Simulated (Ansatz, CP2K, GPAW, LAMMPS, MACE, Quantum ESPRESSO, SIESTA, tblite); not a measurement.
**How far do other methods lie from plane waves? Aqueous Ca2+ and HSO4-, 2.3 mol of salt per kg of water at 360 K (85 atoms)**

One geometry of aqueous Ca2+ and HSO4-, 2.3 mol of salt per kg of water at 360 K (85 atoms) is solved by several programs and methods. How far do their forces lie from a plane-wave PBE run?

Results are calculated, not measured.

**1. The cell**

The cell holds 85 atoms (32 O, 2 S, 50 H and 1 Ca), with edges of 9.35, 9.35 and 9.35 Å. Recipe: 24 H2O, 1 Ca2+, 2 HSO4- placed at random, at 1.36 g/cm³; overlaps pushed apart, then 10 ps at 420 K with divalent ions of Li, Roberts, Chakravorty and Merz (J. Chem. Theory Comput. 9, 2733 (2013)); MMFF94 bonds, angles, torsions, charges and radii (Halgren, J. Comput. Chem. 17, 490 (1996)) in harmonic and 12-6 forms; SPC/E water (Berendsen, Grigera and Straatsma, J. Phys. Chem. 91, 6269 (1987)). Snapshot after 20 ps at 360 K and fixed volume. The density is 1.36 g/cm³.

**2. The reference input**

Quantum ESPRESSO 7.5: Kohn-Sham DFT, PBE, SSSP efficiency 1.3.0 pseudopotentials, plane waves. Its input, pw.in:

```
&control
  calculation = 'scf'
  pseudo_dir = './pseudo'
  outdir = './tmp'
  disk_io = 'none'
  tprnfor = .true.
  tstress = .true.
/
&system
  ibrav = 0
  nat = 85
  ntyp = 4
  ecutwfc = 60
  ecutrho = 480
  nosym = .true.
  occupations = 'smearing'
  smearing = 'fd'
  degauss = 0.003675
/
&electrons
  conv_thr = 4.3e-07
  electron_maxstep = 100
  mixing_beta = 0.4
  mixing_mode = 'plain'
  diagonalization = 'david'
/
ATOMIC_SPECIES
O 15.999 O.upf
S 32.060 S.upf
H 1.008 H.upf
Ca 40.078 Ca.upf
CELL_PARAMETERS angstrom
9.34568 0.00000 0.00000
0.00000 9.34568 0.00000
0.00000 0.00000 9.34568
ATOMIC_POSITIONS crystal
O 0.28254 0.70154 0.95248
S 0.26159 0.59508 0.08749
O 0.10449 0.58309 0.10119
O 0.33140 0.66172 0.21322
[... 79 atom lines left out ...]
H 0.06649 0.08960 0.79095
Ca 0.76055 0.70127 0.47755
K_POINTS gamma
```

```console
$ OMP_NUM_THREADS=1 mpirun -np 2 pw.x -in pw.in > output.txt
```

Elapsed: 2 min, on 2 MPI ranks of Arm Neoverse V1, shared host; peak memory 2 GiB; 4.1 min of CPU time.

It converged with an r.m.s. force component of 0.63 eV/Å and a pressure of -1.0 GPa.

Its highest filled and lowest empty levels lie 4.10 eV apart on its k-points.

**3. The other programs**

- CP2K 2026.2: Gaussian basis with GTH pseudopotentials and a plane-wave density; labels give functional, basis (MOLOPT sets; SR short-range, UZH the newer set with its own potentials), grid cutoff/relative cutoff and solver (OT: orbital transformation; TRS4, TC2, SIGN: linear-scaling purification with its sparsity filter), or its built-in tight binding.
- GPAW 26.7.0: PAW with atomic orbitals (LCAO), plane waves or a real-space grid of spacing h.
- MACE: machine-learned potential, published weights.
- Quantum ESPRESSO 7.5: plane waves; labels (QE) give functional, pseudopotential set and cutoffs of waves/density.
- SIESTA 5.4.2: numerical atomic orbitals, whose automatically made sets are far from complete, with PseudoDojo norm-conserving potentials that we converted to its format (checked against plane waves on the same files for H, C, O, Si, Ge and Ca alone); labels give functional, basis size, energy shift and mesh cutoff.
- tblite 0.8.0: extended tight binding, driven from Python.

All use the same cell and atoms, and the electronic-structure runs the same k-mesh.

**4. All runs compared**

Differences are against the reference: forces as r.m.s. over components, share as that over the reference's r.m.s. force, slope as the fitted ratio of a run's forces to the reference's.

| run | Δ force, r.m.s. (meV/Å) | share (%) | slope | Δ pressure (GPa) | Δ gap (eV) | cores | CPU time | memory (GiB) |
| --- | --- | --- | --- | --- | --- | --- | --- | --- |
| reference | - | - | - | - | - | 2 | 4.1 min | 2.0 |
| CP2K PBE, DZVP-MOLOPT-SR, 600/50 Ry, TRS4 filter 1e-03, SCF 1e-04 (coarse) | 324 | 51.7 | 1.062 | 1.97 | - | 2 | 75 s | 1.2 |
| CP2K PBE, DZVP-MOLOPT-SR, 600/50 Ry, TRS4 filter 1e-05, SCF 1e-06 | 78.8 | 12.6 | 0.999 | 0.692 | - | 2 | 1.9 min | 1.2 |
| CP2K PBE, DZVP-MOLOPT-SR, 600/50 Ry, TRS4 filter 1e-07, SCF 1e-07 | 77.2 | 12.3 | 1.002 | 0.690 | - | 2 | 2.3 min | 1.2 |
| CP2K PBE, DZVP-MOLOPT-SR, 600/50 Ry, diagonalisation | 78.5 | 12.5 | 1.003 | 0.691 | 1.28 | 2 | 3.5 min | 2.5 |
| CP2K PBE, DZVP-UZH, 210/50 Ry, diagonalisation (coarse) | 194 | 31.0 | 0.909 | 1.85 | 0.0874 | 2 | 2.3 min | 0.68 |
| CP2K PBE, DZVP-UZH, 600/50 Ry, diagonalisation | 138 | 22.1 | 0.916 | 1.50 | 0.129 | 4 | 3.6 min | 3.4 |
| CP2K PBE, SZV-MOLOPT-SR, 600/50 Ry, diagonalisation (coarse) | 2654 | 424 | -0.461 | 18.4 | 1.51 | 1 | 1.8 min | 2.4 |
| GPAW PBE, LCAO dzp, h 0.18 Å | 481 | 76.9 | 0.658 | - | 0.198 | 1 | 54 s | 0.82 |
| GPAW PBE, LCAO sz(dzp), h 0.18 Å (coarse) | 3511 | 561 | -1.484 | - | -0.634 | 1 | 26 s | 0.66 |
| GPAW PBE, LCAO szp(dzp), h 0.18 Å (coarse) | 1588 | 254 | -0.473 | - | 0.754 | 1 | 45 s | 0.79 |
| MACE MP-0b2 small potential | 86.7 | 13.9 | 0.922 | 0.0139 | - | 1 | 7.3 s | 0.67 |
| MACE MP-0b3 medium potential | 90.0 | 14.4 | 0.912 | 0.0629 | - | 1 | 9.5 s | 1.3 |
| MACE MPA-0 medium potential | 88.3 | 14.1 | 0.941 | 0.614 | - | 1 | 10 s | 1.2 |
| QE PBE, gbrv-1.5, 40/200 Ry | 202 | 32.3 | 0.795 | 1.44 | 0.0321 | 2 | 87 s | 0.74 |
| SIESTA PBE, DZ, shift 0.01 Ry, mesh 500 Ry (coarse) | 1784 | 285 | 0.400 | 6.86 | -0.627 | 1 | 60 s | 0.59 |
| SIESTA PBE, DZP, shift 0.01 Ry, mesh 500 Ry | 244 | 38.9 | 0.812 | 0.0345 | 0.263 | 2 | 2 min | 1.2 |
| SIESTA PBE, SZ, shift 0.01 Ry, mesh 500 Ry (coarse) | 3590 | 573 | -1.479 | 20.0 | -1.07 | 1 | 52 s | 0.53 |
| SIESTA PBE, SZ, shift 0.02 Ry, mesh 500 Ry (coarse) | 3442 | 550 | -1.353 | 16.1 | -1.01 | 1 | 47 s | 0.49 |
| SIESTA PBE, SZ, shift 0.02 Ry, mesh 500 Ry, orbital minimisation (coarse) | 3442 | 550 | -1.353 | 16.1 | - | 2 | 89 s | 0.72 |
| SIESTA PBE, SZP, shift 0.01 Ry, mesh 500 Ry (coarse) | 1452 | 232 | -0.272 | 6.60 | 0.888 | 2 | 1.9 min | 1.1 |
| tblite GFN1-xTB | 353 | 56.4 | 1.127 | -3.29 | - | 1 | 3.2 s | 0.15 |

Rows marked coarse were listed beforehand as settings not expected to be converged; some can still land near the reference.

Times of the machine-learned potentials are mostly Python's start and the loading of weights.

Runs without a result: CP2K GFN1-xTB, diagonalisation (not converged); CP2K HSE06 with ADMM, PBE0 potentials, DZVP-UZH, 600/50 Ry, OT DIIS (cut off at its time limit).

CPU time is summed over cores on shared hosts, so it is rough.

**5. What came out**

Forces lie from 12 % (CP2K PBE, DZVP-MOLOPT-SR, 600/50 Ry, TRS4 filter 1e-07, SCF 1e-07) to 573 % (SIESTA PBE, SZ, shift 0.01 Ry, mesh 500 Ry, coarse) of the reference's r.m.s. force of 0.63 eV/Å away from it. Other PBE runs on plane waves or a grid: QE PBE, gbrv-1.5, 40/200 Ry 32 % of the r.m.s. force; potentials, cutoffs or grids differ between them, and this table alone doesn't tell which side is nearer the exact PBE result. The PBE runs in local orbitals, coarse settings apart, differ by 12 % (CP2K PBE, DZVP-MOLOPT-SR, 600/50 Ry, TRS4 filter 1e-07, SCF 1e-07) to 77 % (GPAW PBE, LCAO dzp, h 0.18 Å); basis, grid and potentials can all enter. Tight binding differs by 56 % (tblite GFN1-xTB); it is another model, with fitted parameters of its own, and the xTB methods hold dispersion.

Machine-learned potentials differ by 14 % in each run; they were trained on other programs' data. Runs with settings chosen to be coarse differ by 31 % (CP2K PBE, DZVP-UZH, 210/50 Ry, diagonalisation) to 573 % (SIESTA PBE, SZ, shift 0.01 Ry, mesh 500 Ry), their programs' other errors included. In QE PBE, gbrv-1.5, 40/200 Ry the difference has nearly one length on every H (0.35 eV/Å) and points along its bond, outwards: this method prefers longer bonds, and stiff bonds to hydrogen turn a small shift into a large force. From CP2K PBE, DZVP-UZH, 210/50 Ry, diagonalisation to the finer CP2K PBE, DZVP-UZH, 600/50 Ry, diagonalisation the share falls from 31 to 22 %. Pressures at PBE, coarse settings apart, lie +0.03 to +1.50 GPa from the reference's. Gaps at PBE, coarse settings apart, lie +0.03 to +1.28 eV from the reference's.

Caveats: Periodic xTB results under one method name differ between programs and library versions. With short bonds to hydrogen, sets of potentials differ among themselves by several per cent in forces even at converged cutoffs, so the reference isn't exact here either. GBRV, made for solids, lies farthest in such cells, whatever the cutoff. The reference's pressure holds the uncorrected Pulay stress of its 60 Ry basis, so small pressure differences may be the reference's own error. Machine-learned potentials mimic data converged in k, so the reference's own k-point error enters their differences. The network of contacts between molecules at the start is that of the classical potential that made the cell, and needn't be the one that DFT or experiment would give. The concentration wasn't checked against solubility and may exceed it. The reference's PBE has no dispersion term, which matters for the binding between molecules or layers. The density was typed from a rule of thumb and may lie off the real one at this temperature. The electronic-structure runs sample only Γ, in a cell whose shortest periodic width is 9 Å. Where levels are smeared, the DFT runs use Fermi–Dirac occupations at 580 K (0.05 eV), and energies are free energies. The reference's cutoffs and mesh weren't converged further here.

[Logs are printed without paths, hosts, clocks, repeated set-up lines and the standing remarks that a program may print on its own settings, such as how far it seeks lower states.]

[Hosts, paths, dates, database ids (printed as entryN), source tags and the programs' standing remarks are cut or masked in the printed files.]

[Cells were taken only where this reference lay near another plane-wave run.]

[The MMFF94 radii named for the starting cell were scaled by 0.96; in molecules described by MMFF94, hydrogen bound to N, O or S took a small fixed 12-6 site in their place.]
